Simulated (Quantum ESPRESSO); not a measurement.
# Collinear magnetic orders of MnPSe3 with Quantum ESPRESSO

Wanted: the moments of MnPSe3 and the energy of each order that was tried.

Calculated with Quantum ESPRESSO 7.5; PBEsol; plane waves with GBRV 1.5 PBEsol potentials, no spin-orbit coupling.

Experimental background.

“Local spin structure in the layered van der Waals materials MnPSxSe3-x” (2024, arxiv:2404.02328) reports for MnPSe3, layered rhombohedral, by neutron magnetic PDF (polycrystalline, solid-state reaction, 15 K): moment (ordered moment per Mn) 4.666 ± 0.149 μB [moment from magnetic PDF fit on powder].

## Step 1: The structure

Symmetry: R-3, No. 148, trigonal system. Conventional cell: a = 6.400 Å, b = 6.400 Å, c = 20.716 Å, α = 90.00°, β = 90.00°, γ = 120.00°. Nearest to Mn lie 6 Se at 2.73 to 2.74 Å. Nearest to P lie 3 Se at 2.19 Å and 1 P at 2.22 Å. Nearest to Se lie 1 P at 2.19 Å and 2 Mn at 2.73 to 2.74 Å. Farther neighbours and most contacts between anions are not listed.

The cell comes from Materials Project 2023-11-01, a database of computed structures, and need not be the stable phase.

## Step 2: Start 1: ferro ++

The signs are those of the starting moments on the seeded atoms, the atoms that are given a moment.

pw.in

```
&CONTROL
  calculation = 'scf'
  prefix = 'pwscf'
  outdir = './tmp'
  pseudo_dir = './pseudo'
  disk_io = 'nowf'
/
&SYSTEM
  ibrav = 0
  nat = 10
  ntyp = 3
  ecutwfc = 40
  ecutrho = 280
  nbnd = 56
  occupations = 'smearing'
  smearing = 'fd'
  degauss = 0.00367493
  nspin = 2
  starting_magnetization(1) = 0.3
  starting_magnetization(2) = 0
  starting_magnetization(3) = 0
/
&ELECTRONS
  conv_thr = 2d-08
  electron_maxstep = 150
  mixing_beta = 0.3
/
ATOMIC_SPECIES
Mn     54.9380 mn_pbesol_v1.5.uspp.F.UPF
P      30.9738 p_pbesol_v1.5.uspp.F.UPF
Se     78.9710 se_pbesol_v1.uspp.F.UPF
CELL_PARAMETERS angstrom
   3.1997804373    1.8473940968    6.9054975756
  -3.1997804373    1.8473940968    6.9054975756
   0.0000000000   -3.6947881936    6.9054975756
ATOMIC_POSITIONS crystal
Mn      0.8323828600    0.8323828600    0.8323828600
Mn      0.1676171400    0.1676171400    0.1676171400
P       0.5535793900    0.5535793900    0.5535793900
P       0.4464206100    0.4464206100    0.4464206100
Se      0.4151439300    0.7494138000    0.0889330100
Se      0.0889330100    0.4151439300    0.7494138000
Se      0.7494138000    0.0889330100    0.4151439300
Se      0.5848560700    0.2505862000    0.9110669900
Se      0.9110669900    0.5848560700    0.2505862000
Se      0.2505862000    0.9110669900    0.5848560700
K_POINTS automatic
4 4 4 0 0 0
```

Command:

```sh
OMP_NUM_THREADS=1 mpirun -n 4 pw.x -nk 4 -in pw.in > pw.out
```

The program printed:

```text
Program PWSCF v.7.5 starts

     Message from routine setup:
     using ibrav=0 with symmetry is DISCOURAGED, use correct ibrav instead

     K-points division:     npool     =       4
     Subspace diagonalization in iterative solution of the eigenvalue problem:

     G-vector sticks info
     --------------------
     sticks:   dense  smooth     PW     G-vecs:    dense   smooth      PW
     Sum        3655    2079    593               130893    56513    8723

     Using Slab Decomposition

     bravais-lattice index     =            0
     lattice parameter (alat)  =      14.8000  a.u.
     unit-cell volume          =    1652.8086 (a.u.)^3
     number of atoms/cell      =           10
     number of atomic types    =            3
     number of electrons       =        76.00
     number of Kohn-Sham states=           56
     kinetic-energy cutoff     =      40.0000  Ry
     charge density cutoff     =     280.0000  Ry
     scf convergence threshold =      2.0E-08
     mixing beta               =       0.3000
     number of iterations used =            8  plain     mixing
     Exchange-correlation= SLA  PW   PSX  PSC
                           (   1   4  10   8   0   0   0)

     celldm(1)=  14.799989  celldm(2)=   0.000000  celldm(3)=   0.000000
     celldm(4)=   0.000000  celldm(5)=   0.000000  celldm(6)=   0.000000

     crystal axes: (cart. coord. in units of alat)
               a(1) = (   0.408562   0.235883   0.881724 )
               a(2) = (  -0.408562   0.235883   0.881724 )
               a(3) = (   0.000000  -0.471766   0.881724 )

     reciprocal axes: (cart. coord. in units 2 pi/alat)
               b(1) = (  1.223805  0.706564  0.378047 )
               b(2) = ( -1.223805  0.706564  0.378047 )
               b(3) = (  0.000000 -1.413129  0.378047 )

     PseudoPot. # 1 for Mn read from file:
     mn_pbesol_v1.5.uspp.F.UPF
     Pseudo is Ultrasoft + core correction, Zval = 15.0
     Generated by new atomic code, or converted to UPF format
     Using radial grid of  859 points,  6 beta functions with:
                l(1) =   0
                l(2) =   0
                l(3) =   1
                l(4) =   1
                l(5) =   2
                l(6) =   2
     Q(r) pseudized with  8 coefficients,  rinner =    0.950   0.950   0.950
                                                       0.950   0.950

     PseudoPot. # 2 for P  read from file:
     p_pbesol_v1.5.uspp.F.UPF
     Pseudo is Ultrasoft + core correction, Zval =  5.0
     Generated by new atomic code, or converted to UPF format
     Using radial grid of  903 points,  6 beta functions with:
                l(1) =   0
                l(2) =   0
                l(3) =   1
                l(4) =   1
                l(5) =   2
                l(6) =   2
     Q(r) pseudized with  8 coefficients,  rinner =    1.300   1.300   1.300
                                                       1.300   1.300

     PseudoPot. # 3 for Se read from file:
     se_pbesol_v1.uspp.F.UPF
     Pseudo is Ultrasoft + core correction, Zval =  6.0
     Generated by new atomic code, or converted to UPF format
     Using radial grid of  877 points,  6 beta functions with:
                l(1) =   0
                l(2) =   0
                l(3) =   1
                l(4) =   1
                l(5) =   2
                l(6) =   2
     Q(r) pseudized with  8 coefficients,  rinner =    1.300   1.300   1.300
                                                       1.300   1.300

     atomic species   valence    mass     pseudopotential
     Mn               15.00    54.93800     Mn( 1.00)
     P                 5.00    30.97380     P ( 1.00)
     Se                6.00    78.97100     Se( 1.00)

     Starting magnetic structure
     atomic species   magnetization
     Mn              0.300
     P               0.000
     Se              0.000

      6 Sym. Ops., with inversion, found

   Cartesian axes

     site n.     atom                  positions (alat units)
         1        Mn     tau(   1) = (  -0.0000000   0.0000000   2.2017948  )
         2        Mn     tau(   2) = (  -0.0000000  -0.0000000   0.4433759  )
         3        P      tau(   3) = (   0.0000000  -0.0000000   1.4643120  )
         4        P      tau(   4) = (  -0.0000000   0.0000000   1.1808587  )
         5        Se     tau(   5) = (  -0.1365699   0.2327440   1.1052323  )
         6        Se     tau(   6) = (  -0.1332773  -0.2346450   1.1052323  )
         7        Se     tau(   7) = (   0.2698472   0.0019010   1.1052323  )
         8        Se     tau(   8) = (   0.1365699  -0.2327440   1.5399384  )
         9        Se     tau(   9) = (   0.1332773   0.2346450   1.5399384  )
        10        Se     tau(  10) = (  -0.2698472  -0.0019010   1.5399384  )

     number of k points=    14  Fermi-Dirac smearing, width (Ry)=  0.0037
                       cart. coord. in units 2pi/alat
        k(    1) = (   0.0000000   0.0000000   0.0000000), wk =   0.0156250
        k(    2) = (   0.0000000  -0.3532822   0.0945119), wk =   0.0937500
        k(    3) = (  -0.0000000   0.7065644  -0.1890237), wk =   0.0468750
        k(    4) = (  -0.3059513  -0.1766411   0.1890237), wk =   0.0937500
        k(    5) = (  -0.3059513   0.8832054  -0.0945119), wk =   0.0937500
        [... 9 further k-points ...]

     Dense  grid:   130893 G-vectors     FFT dimensions: (  80,  80,  80)

     Smooth grid:    56513 G-vectors     FFT dimensions: (  60,  60,  60)

     Check: negative core charge=   -0.000012
     Generating pointlists ...
     new r_m :   0.1440 (alat units)  2.1318 (a.u.) for type    1
     new r_m :   0.1156 (alat units)  1.7109 (a.u.) for type    2
     new r_m :   0.1156 (alat units)  1.7109 (a.u.) for type    3

     Initial potential from superposition of free atoms

     starting charge      74.9991, renormalised to      76.0000
     Starting wfcs are   58 randomized atomic wfcs

     Self-consistent Calculation

     iteration #  1     ecut=    40.00 Ry     beta= 0.30
     Davidson diagonalization with overlap
     ethr =  1.00E-02,  avg # of iterations =  4.7

     Threshold (ethr) on eigenvalues was too large:
     Diagonalizing with lowered threshold

     Davidson diagonalization with overlap
     ethr =  4.48E-04,  avg # of iterations =  2.5

     total energy              =    -713.03073601 Ry
     estimated scf accuracy    <       0.35732949 Ry

     total magnetization       =     9.86 Bohr mag/cell
     absolute magnetization    =     9.86 Bohr mag/cell

     iteration #  2     ecut=    40.00 Ry     beta= 0.30
     Davidson diagonalization with overlap
     ethr =  4.70E-04,  avg # of iterations =  3.6

     total energy              =    -713.07112723 Ry
     estimated scf accuracy    <       0.07109345 Ry

     total magnetization       =     9.81 Bohr mag/cell
     absolute magnetization    =     9.81 Bohr mag/cell

     iteration #  3     ecut=    40.00 Ry     beta= 0.30
     Davidson diagonalization with overlap
     ethr =  9.35E-05,  avg # of iterations =  5.5

     total energy              =    -713.07976249 Ry
     estimated scf accuracy    <       0.02522556 Ry

     total magnetization       =     9.91 Bohr mag/cell
     absolute magnetization    =     9.91 Bohr mag/cell

     [... further iterations left out ...]

     iteration #  9     ecut=    40.00 Ry     beta= 0.30
     Davidson diagonalization with overlap
     ethr =  3.14E-09,  avg # of iterations =  6.4

     total energy              =    -713.08427459 Ry
     estimated scf accuracy    <       0.00000087 Ry

     total magnetization       =     9.95 Bohr mag/cell
     absolute magnetization    =     9.95 Bohr mag/cell

     iteration # 10     ecut=    40.00 Ry     beta= 0.30
     Davidson diagonalization with overlap
     ethr =  1.14E-09,  avg # of iterations =  2.7

     total energy              =    -713.08427499 Ry
     estimated scf accuracy    <       0.00000008 Ry

     total magnetization       =     9.95 Bohr mag/cell
     absolute magnetization    =     9.95 Bohr mag/cell

     iteration # 11     ecut=    40.00 Ry     beta= 0.30
     Davidson diagonalization with overlap
     ethr =  1.05E-10,  avg # of iterations =  5.6

     total energy              =    -713.08427508 Ry
     estimated scf accuracy    <       0.00000006 Ry

     total magnetization       =     9.95 Bohr mag/cell
     absolute magnetization    =     9.95 Bohr mag/cell

     iteration # 12     ecut=    40.00 Ry     beta= 0.30
     Davidson diagonalization with overlap
     ethr =  7.51E-11,  avg # of iterations =  2.8

     Magnetic moment per site  (integrated on atomic sphere of radius R)
     atom   1 (R=0.144)  charge= 13.3795  magn=  4.3024
     atom   2 (R=0.144)  charge= 13.3795  magn=  4.3024
     atom   3 (R=0.116)  charge=  2.4249  magn=  0.0339
     atom   4 (R=0.116)  charge=  2.4249  magn=  0.0339
     atom   5 (R=0.116)  charge=  2.8467  magn=  0.0449
     atom   6 (R=0.116)  charge=  2.8467  magn=  0.0449
     atom   7 (R=0.116)  charge=  2.8467  magn=  0.0449
     atom   8 (R=0.116)  charge=  2.8467  magn=  0.0449
     atom   9 (R=0.116)  charge=  2.8467  magn=  0.0449
     atom  10 (R=0.116)  charge=  2.8467  magn=  0.0449

     End of self-consistent calculation

     [... lines left out ...]
     the Fermi energy is     6.0501 ev

!    total energy              =    -713.08427513 Ry
     estimated scf accuracy    <          5.3E-09 Ry
     smearing contrib. (-TS)   =      -0.00080335 Ry
     internal energy E=F+TS    =    -713.08347178 Ry

     The total energy is F=E-TS. E is the sum of the following terms:
     one-electron contribution =    -419.93398691 Ry
     hartree contribution      =     235.55023124 Ry
     xc contribution           =    -241.06427983 Ry
     ewald contribution        =    -287.63543628 Ry

     total magnetization       =     9.95 Bohr mag/cell
     absolute magnetization    =     9.95 Bohr mag/cell

     convergence has been achieved in  12 iterations

=------------------------------------------------------------------------------=
   JOB DONE.
=------------------------------------------------------------------------------=
```

The job ended after 90 s (4 MPI ranks of Intel Xeon Platinum 8375C at 2.90GHz (Ice Lake), shared host; peak memory 1.3 GiB; 6 min of CPU time).

Spin moment in the atom's sphere by atom:

| atom | spin moment in the atom's sphere (μB) |
| --- | --- |
| Mn1 | 4.30 |
| Mn2 | 4.30 |
| P3 | 0.03 |
| P4 | 0.03 |
| Se5 | 0.04 |
| Se6 | 0.04 |
| Se7 | 0.04 |
| Se8 | 0.04 |
| Se9 | 0.04 |
| Se10 | 0.04 |

Read from the output:

- smearing term TS: 0.01093 eV
- magnetization: 9.946 μB
- absolute magnetization: 9.947 μB
- final state: ferromagnetic

Spin density in the ac plane of the conventional cell at fractional y = 0.000, with atoms of Mn and P and Se within 0.2 Å of it.

Values in e/Å³, 13 rows by 16 columns, each cell a mean:
```
0.0 0.0 0.0 0.0 0.0 0.0 0.0 0.0 0.0 0.0 0.0 0.0 0.0 0.0 0.0 0.0
1.0 0.3 0.1 0.0 0.0 0.0 0.0 0.0 0.0 0.0 0.0 0.0 0.0 0.0 0.2 0.7
2.5 0.9 0.1 0.0 0.0 0.0 0.0 0.0 0.0 0.0 0.0 0.0 0.0 0.1 0.4 1.9
0.0 0.0 0.0 0.0 0.0 0.0 0.0 0.0 0.0 0.0 0.0 0.0 0.0 0.0 0.0 0.0
0.0 0.0 0.0 0.0 0.0 0.0 0.0 0.0 0.0 0.0 0.0 0.0 0.0 0.0 0.0 0.0
0.0 0.0 0.0 0.0 0.0 0.0 0.0 0.0 0.0 0.0 0.0 0.0 0.0 0.0 0.0 0.0
0.0 0.0 0.0 0.0 0.0 0.0 0.0 0.0 0.0 0.0 0.0 0.0 0.0 0.0 0.0 0.0
0.0 0.0 0.0 0.0 0.0 0.0 0.0 0.0 0.0 0.0 0.0 0.0 0.0 0.0 0.0 0.0
0.0 0.0 0.0 0.0 0.0 0.0 0.0 0.0 0.0 0.0 0.0 0.0 0.0 0.0 0.0 0.0
0.0 0.0 0.0 0.0 0.0 0.0 0.0 0.0 0.0 0.0 0.0 0.0 0.0 0.0 0.0 0.0
3.0 1.0 0.2 0.0 0.0 0.0 0.0 0.0 0.0 0.0 0.0 0.0 0.0 0.1 0.5 2.2
0.5 0.2 0.0 0.0 0.0 0.0 0.0 0.0 0.0 0.0 0.0 0.0 0.0 0.0 0.1 0.3
0.0 0.0 0.0 0.0 0.0 0.0 0.0 0.0 0.0 0.0 0.0 0.0 0.0 0.0 0.0 0.0
```
Columns run along a (6.4 Å), rows up along c (20.7 Å), edges of the conventional cell, whose origin can differ from the input's. Atoms in or near the plane, at fractional coordinates: Mn at (0.00, 0.83), Mn at (0.00, 0.17), P at (0.00, 0.55), P at (0.00, 0.45), Se at (0.33, 0.08), Se at (0.34, 0.75), Se at (0.33, 0.42), Se at (0.67, 0.92), Se at (0.66, 0.25), Se at (0.67, 0.58).

Valence density in the ac plane of the conventional cell at fractional y = 0.000, with atoms of Mn and P and Se within 0.2 Å of it. It is the smooth field of the valence electrons, not physical close to the nuclei.

Ten steps, logarithmic in the rise over the least value, from '0' (0 e/Å³) to '9' (11 e/Å³), each cell a mean:
```
000000000122221000
000000001344544210
211100001344444222
984110001112222369
973223322100001259
112344534210000111
001244443210000000
000011211000000000
000000000112221100
222100001244544333
433210001344444443
432100001122222234
433222322100001234
434444543210001333
222344443100000122
000011211000000000
000000000122221000
000000001344543210
221100001344443222
984110001122222369
973223322100001258
112344544210000111
001344443210000000
000011211000000000
```
Columns run along a (6.4 Å), rows up along c (20.7 Å), edges of the conventional cell, whose origin can differ from the input's. Atoms in or near the plane, at fractional coordinates: Mn at (0.00, 0.83), Mn at (0.00, 0.17), P at (0.00, 0.55), P at (0.00, 0.45), Se at (0.33, 0.08), Se at (0.34, 0.75), Se at (0.33, 0.42), Se at (0.67, 0.92), Se at (0.66, 0.25), Se at (0.67, 0.58).

[end of part 1 of 2]

[Logs and program files are shortened in this print: banners, set-up blocks, solver, clock and traceback lines can be left out without a mark of their own.]

[Logs are printed without paths, hosts, clocks, repeated set-up lines and the standing remarks that a program may print on its own settings, such as how far it seeks lower states.]

[Hosts, paths, dates, database ids (printed as entryN), source tags and the programs' standing remarks are cut or masked in the printed files.]

[Where a cell is said to come from a database of computed structures, the database is the Materials Project.]
